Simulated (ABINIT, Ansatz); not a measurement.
# Tl (Thallium): from the cell to the phonon bands, part 3 of 4

How does Tl (Thallium) vibrate, and is this structure a minimum?

ABINIT 10.8.3; DFT LDA, scalar-relativistic, plane waves, PseudoDojo norm-conserving pseudopotentials.

So far. Step 4 (Ground state): The cell stands at -0.22 GPa: the relaxation ran with a smoothed and higher cutoff, and the difference is a stress of the finite basis. Step 5 (Zone-centre response): The acoustic modes at Γ come out as far as 1.1 cm⁻¹ from zero, where they should vanish, a small numerical error. The relaxed cell has a = 3.403, c = 5.433 Å (conventional setting).

### 7. Interpolated phonon bands

anaddb transforms the dynamical matrices to force constants and back along the path; points of the mesh come back as solved, but for the sum rule and, in polar crystals, the LO-TO term at Γ; the rest is interpolation.

Input file anaddb.abi:

```
ddb_filepath "all_DDB"
output_file "anaddb.abo"
outdata_prefix "anaddb"
ifcflag 1
ngqpt 3 3 2
nqshft 1
q1shft 0.0 0.0 0.0
asr 1
chneut 0
dipdip 0
dipquad 0
quadquad 0
enunit 0
eivec 0
nph1l 93
qph1l 
    0.0 0.0 0.0 1.0
    0.05 0.0 0.0 1.0
    0.1 0.0 0.0 1.0
    0.15 0.0 0.0 1.0
    0.2 0.0 0.0 1.0
    0.25 0.0 0.0 1.0
    0.3 0.0 0.0 1.0
    0.35 0.0 0.0 1.0
    0.4 0.0 0.0 1.0
    0.45 0.0 0.0 1.0
    0.5 0.0 0.0 1.0
    0.48333333 0.03333333 0.0 1.0
    0.46666667 0.06666667 0.0 1.0
    0.45 0.1 0.0 1.0
    0.43333333 0.13333333 0.0 1.0
    0.41666667 0.16666667 0.0 1.0
    0.4 0.2 0.0 1.0
    0.38333333 0.23333333 0.0 1.0
    0.36666667 0.26666667 0.0 1.0
    0.35 0.3 0.0 1.0
    0.33333333 0.33333333 0.0 1.0
    0.3 0.3 0.0 1.0
    0.26666667 0.26666667 0.0 1.0
    0.23333333 0.23333333 0.0 1.0
    0.2 0.2 0.0 1.0
    0.16666667 0.16666667 0.0 1.0
    0.13333333 0.13333333 0.0 1.0
    0.1 0.1 0.0 1.0
    0.06666667 0.06666667 0.0 1.0
    0.03333333 0.03333333 0.0 1.0
    0.0 0.0 0.0 1.0
    0.0 0.0 0.05 1.0
    0.0 0.0 0.1 1.0
    0.0 0.0 0.15 1.0
    0.0 0.0 0.2 1.0
    0.0 0.0 0.25 1.0
    0.0 0.0 0.3 1.0
    0.0 0.0 0.35 1.0
    0.0 0.0 0.4 1.0
    0.0 0.0 0.45 1.0
    0.0 0.0 0.5 1.0
    0.05 0.0 0.5 1.0
    0.1 0.0 0.5 1.0
    0.15 0.0 0.5 1.0
    0.2 0.0 0.5 1.0
    0.25 0.0 0.5 1.0
    0.3 0.0 0.5 1.0
    0.35 0.0 0.5 1.0
    0.4 0.0 0.5 1.0
    0.45 0.0 0.5 1.0
    0.5 0.0 0.5 1.0
    0.48333333 0.03333333 0.5 1.0
    0.46666667 0.06666667 0.5 1.0
    0.45 0.1 0.5 1.0
    0.43333333 0.13333333 0.5 1.0
    0.41666667 0.16666667 0.5 1.0
    0.4 0.2 0.5 1.0
    0.38333333 0.23333333 0.5 1.0
    0.36666667 0.26666667 0.5 1.0
    0.35 0.3 0.5 1.0
    0.33333333 0.33333333 0.5 1.0
    0.3 0.3 0.5 1.0
    0.26666667 0.26666667 0.5 1.0
    0.23333333 0.23333333 0.5 1.0
    0.2 0.2 0.5 1.0
    0.16666667 0.16666667 0.5 1.0
    0.13333333 0.13333333 0.5 1.0
    0.1 0.1 0.5 1.0
    0.06666667 0.06666667 0.5 1.0
    0.03333333 0.03333333 0.5 1.0
    0.0 0.0 0.5 1.0
    0.5 0.0 0.5 1.0
    0.5 0.0 0.45 1.0
    0.5 0.0 0.4 1.0
    0.5 0.0 0.35 1.0
    0.5 0.0 0.3 1.0
    0.5 0.0 0.25 1.0
    0.5 0.0 0.2 1.0
    0.5 0.0 0.15 1.0
    0.5 0.0 0.1 1.0
    0.5 0.0 0.05 1.0
    0.5 0.0 0.0 1.0
    0.33333333 0.33333333 0.5 1.0
    0.33333333 0.33333333 0.45 1.0
    0.33333333 0.33333333 0.4 1.0
    0.33333333 0.33333333 0.35 1.0
    0.33333333 0.33333333 0.3 1.0
    0.33333333 0.33333333 0.25 1.0
    0.33333333 0.33333333 0.2 1.0
    0.33333333 0.33333333 0.15 1.0
    0.33333333 0.33333333 0.1 1.0
    0.33333333 0.33333333 0.05 1.0
    0.33333333 0.33333333 0.0 1.0
```

Input file mrgddb.in:

```
all_DDB
merged
6
dfpt_gammao_DDB
dfpt_qo_DS1_DDB
dfpt_qo_DS2_DDB
dfpt_qo_DS3_DDB
dfpt_qo_DS4_DDB
dfpt_qo_DS5_DDB
```

On the command line:

```console
> mrgddb < mrgddb.in > mrgddb.log
> OMP_NUM_THREADS=1 anaddb anaddb.abi > anaddb.log
```

anaddb.abo, the main output file:

```text
[banners, grids, parts of the stress and lines that vanish by symmetry left out]
-outvars_anaddb: echo values of input variables ----------------------

 Flags :
[...]
Phonon wavevector (reduced coordinates) :  0.00000  0.00000  0.00000
 Phonon energies in Hartree :
[...]
Phonon frequencies in cm-1    :
-  0.000000E+00  0.000000E+00  0.000000E+00  3.338243E+01  3.338243E+01
-  9.173087E+01
[...]
Phonon wavevector (reduced coordinates) :  0.05000  0.00000  0.00000
 Phonon energies in Hartree :
[...]
Phonon frequencies in cm-1    :
-  3.465321E+00  5.189010E+00  1.126847E+01  3.371009E+01  3.498295E+01
-  9.128138E+01
[...]
Phonon wavevector (reduced coordinates) :  0.10000  0.00000  0.00000
 Phonon energies in Hartree :
[...]
Phonon frequencies in cm-1    :
-  6.768035E+00  1.026012E+01  2.220794E+01  3.468999E+01  3.931694E+01
-  8.994699E+01
[...]
Phonon wavevector (reduced coordinates) :  0.15000  0.00000  0.00000
 Phonon energies in Hartree :
[...]
Phonon frequencies in cm-1    :
-  9.817705E+00  1.511862E+01  3.250213E+01  3.628075E+01  4.539836E+01
-  8.777226E+01
[...]
Phonon wavevector (reduced coordinates) :  0.20000  0.00000  0.00000
 Phonon energies in Hartree :
[...]
Phonon frequencies in cm-1    :
-  1.261637E+01  1.970964E+01  3.834942E+01  4.187342E+01  5.228801E+01
-  8.483860E+01
[...]
Phonon wavevector (reduced coordinates) :  0.25000  0.00000  0.00000
 Phonon energies in Hartree :
[...]
Phonon frequencies in cm-1    :
-  1.520329E+01  2.402091E+01  4.066951E+01  5.011533E+01  5.923778E+01
-  8.127503E+01
  Phonon wavevector (reduced coordinates) :  0.30000  0.00000  0.00000
 Phonon energies in Hartree :
[...]
Phonon frequencies in cm-1    :
-  1.757386E+01  2.806330E+01  4.297578E+01  5.709192E+01  6.564851E+01
-  7.727433E+01
  Phonon wavevector (reduced coordinates) :  0.35000  0.00000  0.00000
 Phonon energies in Hartree :
[...]
Phonon frequencies in cm-1    :
-  1.964499E+01  3.181872E+01  4.502322E+01  6.269450E+01  7.105435E+01
-  7.312117E+01
  Phonon wavevector (reduced coordinates) :  0.40000  0.00000  0.00000
 Phonon energies in Hartree :
[...]
Phonon frequencies in cm-1    :
-  2.127862E+01  3.514295E+01  4.661830E+01  6.681072E+01  6.924666E+01
-  7.512380E+01
  Phonon wavevector (reduced coordinates) :  0.45000  0.00000  0.00000
 Phonon energies in Hartree :
[...]
Phonon frequencies in cm-1    :
-  2.233023E+01  3.762807E+01  4.762685E+01  6.631381E+01  6.933294E+01
-  7.764353E+01
  Phonon wavevector (reduced coordinates) :  0.50000  0.00000  0.00000
 Phonon energies in Hartree :
[...]
Phonon frequencies in cm-1    :
-  2.269366E+01  3.859284E+01  4.797142E+01  6.517906E+01  7.018314E+01
-  7.849593E+01
  Phonon wavevector (reduced coordinates) :  0.48333  0.03333  0.00000
 Phonon energies in Hartree :
[...]
Phonon frequencies in cm-1    :
-  2.351882E+01  3.871452E+01  4.830703E+01  6.500629E+01  7.010146E+01
-  7.837825E+01
  Phonon wavevector (reduced coordinates) :  0.46667  0.06667  0.00000
 Phonon energies in Hartree :
[...]
Phonon frequencies in cm-1    :
-  2.578646E+01  3.908042E+01  4.928443E+01  6.449197E+01  6.986097E+01
-  7.802511E+01
  Phonon wavevector (reduced coordinates) :  0.45000  0.10000  0.00000
 Phonon energies in Hartree :
[...]
Phonon frequencies in cm-1    :
-  2.902889E+01  3.969270E+01  5.082160E+01  6.364785E+01  6.947620E+01
-  7.743624E+01
[...]
Phonon wavevector (reduced coordinates) :  0.10000  0.00000  0.50000
 Phonon energies in Hartree :
[...]
Phonon frequencies in cm-1    :
-  2.239671E+01  2.239671E+01  2.691565E+01  2.691565E+01  5.968838E+01
-  5.968838E+01
  Phonon wavevector (reduced coordinates) :  0.15000  0.00000  0.50000
 Phonon energies in Hartree :
[...]
Phonon frequencies in cm-1    :
-  2.408348E+01  2.408348E+01  3.174336E+01  3.174336E+01  6.168156E+01
-  6.168156E+01
  Phonon wavevector (reduced coordinates) :  0.20000  0.00000  0.50000
 Phonon energies in Hartree :
[...]
Phonon frequencies in cm-1    :
-  2.619864E+01  2.619864E+01  3.580275E+01  3.580275E+01  6.470779E+01
-  6.470779E+01
  Phonon wavevector (reduced coordinates) :  0.25000  0.00000  0.50000
 Phonon energies in Hartree :
[...]
Phonon frequencies in cm-1    :
-  2.853282E+01  2.853282E+01  3.848082E+01  3.848082E+01  6.862651E+01
-  6.862651E+01
  Phonon wavevector (reduced coordinates) :  0.30000  0.00000  0.50000
 Phonon energies in Hartree :
[...]
Phonon frequencies in cm-1    :
-  3.085836E+01  3.085836E+01  3.984255E+01  3.984255E+01  7.292150E+01
-  7.292150E+01
  Phonon wavevector (reduced coordinates) :  0.35000  0.00000  0.50000
 Phonon energies in Hartree :
[...]
Phonon frequencies in cm-1    :
-  3.295038E+01  3.295038E+01  4.028589E+01  4.028589E+01  7.694681E+01
-  7.694681E+01
[...]
Phonon wavevector (reduced coordinates) :  0.33333  0.33333  0.05000
 Phonon energies in Hartree :
[...]
Phonon frequencies in cm-1    :
-  4.790829E+01  5.010286E+01  5.010286E+01  6.572278E+01  6.802564E+01
-  6.802564E+01
  Phonon wavevector (reduced coordinates) :  0.33333  0.33333  0.00000
 Phonon energies in Hartree :
[...]
Phonon frequencies in cm-1    :
-  4.769591E+01  5.081087E+01  5.081087E+01  6.576026E+01  6.754393E+01
-  6.754393E+01
-
```

Run time: 0.53 s. Hardware: 1 thread of Arm Neoverse V2, shared host.

Read from the output:

| Item | Value |
| --- | --- |
| lowest frequency on the path | 0 cm⁻¹ |

Anaddb. The phonon branches at the labelled points (cm⁻¹):

```
    point  branch 1  branch 2  branch 3  branch 4  branch 5  branch 6
        Γ         0         0         0        33        33        92
  halfway        15        24        41        50        59        81
        M        23        39        48        65        70        78
  halfway        37        42        55        61        68        76
        K        48        51        51        66        68        68
  halfway        26        27        40        59        60        78
        Γ         0         0         0        33        33        92
  halfway        10        10        29        30        30        82
        A        21        21        21        21        58        58
  halfway        28        28        38        38        69        69
        L        36        36        40        40        83        83
  halfway        32        32        51        51        81        81
        H        29        29        60        60        78        78
  halfway        31        31        42        42        71        71
        A        21        21        21        21        58        58
jump to L        36        36        40        40        83        83
  halfway        27        35        45        55        76        83
        M        23        39        48        65        70        78
jump to H        29        29        60        60        78        78
  halfway        39        39        52        65        74        74
        K        48        51        51        66        68        68
```

The phonon branches as a text plot (rows in cm⁻¹):

```
     90 |**                 ****
     86 |  **              *    *
     82 |                 *               ***            ***
     78 |    *  ***                     **   ******         **
     75 |     **   *     *       *     *                  **  *
     71 |     ***** * **                           *        *  *
     67 |    * *** ***  **            *             *          **
     63 |     *   * * ** *        *  *               *      ***
     59 |          *               **         ***     ***  *
     55 |    *      * **  *                  *   *        *  **
     52 |   *     *  *  * *       *               *            **
     48 |      ***  ***    *                *              **   *
     44 |  * **    **  * *                 *             **    *
     40 | * *    ***   *   **    *    *****        *     *  *
     36 |***   **       * * **           ***        *    ***  *
     32 |* *  *   *      * * ****    * **   **   *** *   *   *
     29 |    *                   *  * *       ***   * *   *
     25 |        *          *     *  *               * *   *
     21 | * * ***         *     *  **                 ***   *
     17 |    *             *      *
     13 |  **              ***   *
     10 |***                *  **
      6 |**                  * *
      2 |*                    *
         Γ      M    K        Γ   A       L    H       A|L M|H  K
```

All branches are real along the path.

### 8. Density of states

Sums over the zone need many more wavevectors than were solved, so the interpolation is sampled on a dense mesh.

Input file anaddb.abi:

```
ddb_filepath "all_DDB"
output_file "anaddb.abo"
outdata_prefix "anaddb"
ifcflag 1
ngqpt 3 3 2
nqshft 1
q1shft 0.0 0.0 0.0
asr 1
chneut 0
dipdip 0
dipquad 0
quadquad 0
prtdos 2
ng2qpt 15 15 8
dosdeltae 4.5563e-06
ntemper 11
temperinc 100.0
tempermin 0.0
```

On the command line:

```console
> OMP_NUM_THREADS=1 anaddb anaddb.abi > anaddb.log
```

anaddb.abo, the main output file:

```text
-outvars_anaddb: echo values of input variables ----------------------

 Flags :
     ifcflag         1
 Miscellaneous information :
         asr         1
      chneut         0
 Interatomic Force Constants Inputs :
      dipdip         0
     dipquad         0
    quadquad         0
      ifcana         0
      ifcout         0
 Description of grid 1 :
        brav         1
       ngqpt         3         3         2
      nqshft         1
      q1shft
                     0.00000000E+00  0.00000000E+00  0.00000000E+00
 Phonon DOS information :
   dosdeltae  4.55630000E-06
    dossmear  4.55633525E-06
 Description of grid 2 (Fourier interp. or BZ sampling):
      ng2qpt        15        15         8
      ngrids         4
      q2shft         0.00000000E+00  0.00000000E+00  0.00000000E+00

================================================================================

 read the DDB information and perform some checks

  ==== Info on the Cryst% object ====
 Real(R)+Recip(G) space primitive vectors, cartesian coordinates (Bohr,Bohr^-1):
 R(1)=  6.4306357  0.0000000  0.0000000  G(1)=  0.1555056  0.0897812  0.0000000
 R(2)= -3.2153178  5.5690939  0.0000000  G(2)=  0.0000000  0.1795624  0.0000000
 R(3)=  0.0000000  0.0000000 10.2667143  G(3)=  0.0000000  0.0000000  0.0974021
 Unit cell volume ucvol=  3.6767992E+02 bohr^3
 Angles (23,13,12)=  9.00000000E+01  9.00000000E+01  1.20000000E+02 degrees
 Time-reversal symmetry is present
 Reduced atomic positions [iatom, xred, symbol]:
    1)    0.3333333  0.6666667  0.2500000  Tl
    2)    0.6666667  0.3333333  0.7500000  Tl

 DDB file with 6 blocks has been read.

================================================================================

 Calculation of the interatomic forces

       Homogeneous q point set in the B.Z.
 Grid q points  :       18
  1)   0.00000000E+00  0.00000000E+00  0.00000000E+00
  2)   3.33333333E-01  0.00000000E+00  0.00000000E+00
  3)  -3.33333333E-01  0.00000000E+00  0.00000000E+00
  4)   0.00000000E+00  3.33333333E-01  0.00000000E+00
  5)   3.33333333E-01  3.33333333E-01  0.00000000E+00
  6)  -3.33333333E-01  3.33333333E-01  0.00000000E+00
  7)   0.00000000E+00 -3.33333333E-01  0.00000000E+00
  8)   3.33333333E-01 -3.33333333E-01  0.00000000E+00
  9)  -3.33333333E-01 -3.33333333E-01  0.00000000E+00
 10)   0.00000000E+00  0.00000000E+00  5.00000000E-01
 11)   3.33333333E-01  0.00000000E+00  5.00000000E-01
 12)  -3.33333333E-01  0.00000000E+00  5.00000000E-01
 13)   0.00000000E+00  3.33333333E-01  5.00000000E-01
 14)   3.33333333E-01  3.33333333E-01  5.00000000E-01
 15)  -3.33333333E-01  3.33333333E-01  5.00000000E-01
 16)   0.00000000E+00 -3.33333333E-01  5.00000000E-01
 17)   3.33333333E-01 -3.33333333E-01  5.00000000E-01
 18)  -3.33333333E-01 -3.33333333E-01  5.00000000E-01

 The interatomic forces have been obtained

================================================================================

 Calculation of phonon density of states

 Average speed of sound partial sums:     0.5241409377E-03 (at units)
-                                   =           1.1467 [km/s]

 Debye frequency from partial sums:     0.2851730185E-03 (Ha)
-                                 =     0.1876348325E+01 (THz)
-Debye temperature from partial sums:     0.9005051700E+02 (K)

 Average speed of sound:     0.3797024587E-03 (at units)
-                      =           0.8307 [km/s]

 Debye frequency from DOS:     0.2065873671E-03 (Ha)
-                        =     0.1359279577E+01 (THz)
-Debye temperature from DOS:     0.6523513096E+02 (K)

-
```

It took 0.55 s on 1 thread.

Read from the output:

| Item | Value |
| --- | --- |
| share of modes beyond 3i cm⁻¹ on the dense interpolated mesh | 0 |
| zero-point energy per atom | 9.22 meV |
| heat capacity at 300 K | 24.81 J/(mol atoms K) |
| vibrational entropy at 300 K | 63.15 J/(mol atoms K) |

The phonon density of states has structure finer than the step of the table below, so its rows give means over 5 cm⁻¹, whole bins alone (the curve runs from -30 to 122 cm⁻¹). Peaks (cm⁻¹: height): 30.0: 0.162, 77.0: 0.186.

Tetrahedra. Phonon density of states against wavenumber; means over each step:

wavenumber (cm⁻¹), phonon density of states (1/cm⁻¹/cell) and a bar:
```
       -5      0.000 
        0      0.000 
        5      0.002 #
       10      0.010 ##
       15      0.022 #####
       20      0.043 ##########
       25      0.079 ##################
       30      0.129 ##############################
       35      0.122 ############################
       40      0.106 #########################
       45      0.099 #######################
       50      0.087 ####################
       55      0.069 ################
       60      0.065 ###############
       65      0.047 ###########
       70      0.075 #################
       75      0.122 ############################
       80      0.103 ########################
       85      0.015 ###
       90      0.003 #
       95      0.000
```

Harmonic thermodynamic functions per atom, summed over the density of states scaled to three modes an atom; melting is ignored. Thermodynamic functions:

| T (K) | F_vib (meV/atom) | S (J/mol-atom/K) | C_V (J/mol-atom/K) |
| --- | --- | --- | --- |
| 0 | 9.22 | 0 | 0 |
| 50 | 4.63 | 20.64 | 20.79 |
| 100 | -10.49 | 36.27 | 23.77 |
| 200 | -57.77 | 53.12 | 24.64 |
| 300 | -118.4 | 63.15 | 24.81 |
| 400 | -187.7 | 70.29 | 24.87 |
| 500 | -263.5 | 75.84 | 24.89 |
| 600 | -344.6 | 80.39 | 24.91 |
| 700 | -429.9 | 84.23 | 24.92 |
| 800 | -519 | 87.55 | 24.92 |
| 900 | -611.3 | 90.49 | 24.93 |
| 1000 | -706.4 | 93.12 | 24.93 |

At 300 K the heat capacity has reached 99 % of the Dulong-Petit value.

(Continued in part 4 of 4.)

[Host names and launcher messages were left out of these logs when they were recorded.]

[Logs are printed without paths, hosts, clocks, repeated set-up lines and the standing remarks that a program may print on its own settings, such as how far it seeks lower states.]

[Hosts, paths, dates, database ids (printed as entryN), source tags and the programs' standing remarks are cut or masked in the printed files.]
